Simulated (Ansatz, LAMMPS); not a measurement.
## Finding the fault: amorphous Cd12Hg24S36 (72 atoms)

Program: Ansatz 0.2.0. The cell: 12 Cd, 24 Hg and 36 S.

input.yaml reads:

```yaml
crystal:
  lattice:
    - [12.3485, 0.0, 0.0]
    - [0.0, 12.3485, 0.0]
    - [0.0, 0.0, 12.3485]
  atoms:
    - { symbol: Cd, position: [0.37391, 0.60422, 0.33647] }
    - { symbol: Cd, position: [0.36654, 0.08559, 0.17841] }
    - { symbol: Cd, position: [0.63692, 0.29133, 0.24135] }
    - { symbol: Cd, position: [0.87785, 0.62371, 0.68343] }
    - { symbol: Cd, position: [0.14914, 0.01738, 0.94969] }
    - { symbol: Cd, position: [0.09954, 0.60853, 0.188] }
    - { symbol: Cd, position: [0.53755, 0.78205, 0.77348] }
    - { symbol: Cd, position: [0.38595, 0.8496, 0.45434] }
    - { symbol: Cd, position: [0.91609, 0.85049, 0.03868] }
    - { symbol: Cd, position: [0.80346, 0.54779, 0.02505] }
    - { symbol: Cd, position: [0.81035, 0.16349, 0.01316] }
    - { symbol: Cd, position: [0.91455, 0.10792, 0.30501] }
    - { symbol: Hg, position: [0.16784, 0.44857, 0.68218] }
    - { symbol: Hg, position: [0.41543, 0.56746, 0.93359] }
    - { symbol: Hg, position: [0.11424, 0.63329, 0.91764] }
    - { symbol: Hg, position: [0.91502, 0.32918, 0.53887] }
    - { symbol: Hg, position: [0.9672, 0.0675, 0.73058] }
    - { symbol: Hg, position: [0.21944, 0.30605, 0.3633] }
    [... 48 atom lines left out ...]
    - { symbol: S, position: [0.71746, 0.83798, 0.98111] }
    - { symbol: S, position: [0.6212, 0.61784, 0.90083] }
    - { symbol: S, position: [0.6995, 0.90757, 0.46389] }
    - { symbol: S, position: [0.79666, 0.35712, 0.12361] }
    - { symbol: S, position: [0.89895, 0.83099, 0.70445] }
    - { symbol: S, position: [0.07361, 0.45769, 0.3268] }
kpoints:
  mp_grid: { grid: [1, 1, 1] }
hamiltonian:
  xc: pbe
scf:
  occupations: { method: gaussian, width: 0.025 }
  eigensolver: { kind: { support_functions: { accuracy: medium, radius: 3.75 } } }
  max_iter: 150
output:
  forces: true
  eigenvalues: true
```

Launch:

```bash
$ ansatz run input.yaml --threads 8 --pin off --max-ram 15872MiB --backend cpu --events-out ev --progress --plain --runs-dir out
```

What it wrote:

```text
Warning: scf.eigensolver.kind.support_functions: disabling space-group detection — the functions' gradient is summed over unrotated k-points, so no spatial operation reduces the k-mesh or symmetrises the density; time reversal is kept, so that k and −k are solved as one point where they differ and the mesh holds both, and exact exchange and, on two spinor components, a DFT+U term hold to it where the run has them: [...]
settings of this run that can trade accuracy for cost: scf.eigensolver.kind.support_functions [...]
Engine: ansatz 0.2.0, aarch64-unknown-linux-gnu
Pseudopotentials: kind: paw
Pseudopotential: Cd, paw, valence charge 20, recommended cutoff 420 eV (normal), Cd.paw.azcp
Pseudopotential: Hg, paw, valence charge 20, recommended cutoff 420 eV (normal), Hg.paw.azcp
Pseudopotential: S, paw, valence charge 6, recommended cutoff 420 eV (normal), S.paw.azcp
[... 5 lines on functional and potentials left out ...]
Error: SCF: the radius of support functions is under 4.20 Å, the least for these sites at the functions' level (scf.eigensolver.kind.support_functions.accuracy). Use scf.eigensolver.kind: auto, or type scf.eigensolver.kind.support_functions.radius at least as long, [...]
```

It took 1.6 s on 8 threads of Arm Neoverse V1, shared host; peak memory 0.43 GiB; 7.2 s of CPU time.

What is at fault here, and what would mend it?

A radius under the least that the level allows: support_functions.radius = 3.75.

The fix is to use a longer radius.

The run ended with an error.

[Logs are printed without paths, hosts, clocks, repeated set-up lines and the standing remarks that a program may print on its own settings, such as how far it seeks lower states.]

[Hosts, paths, dates, database ids (printed as entryN), source tags and the programs' standing remarks are cut or masked in the printed files.]
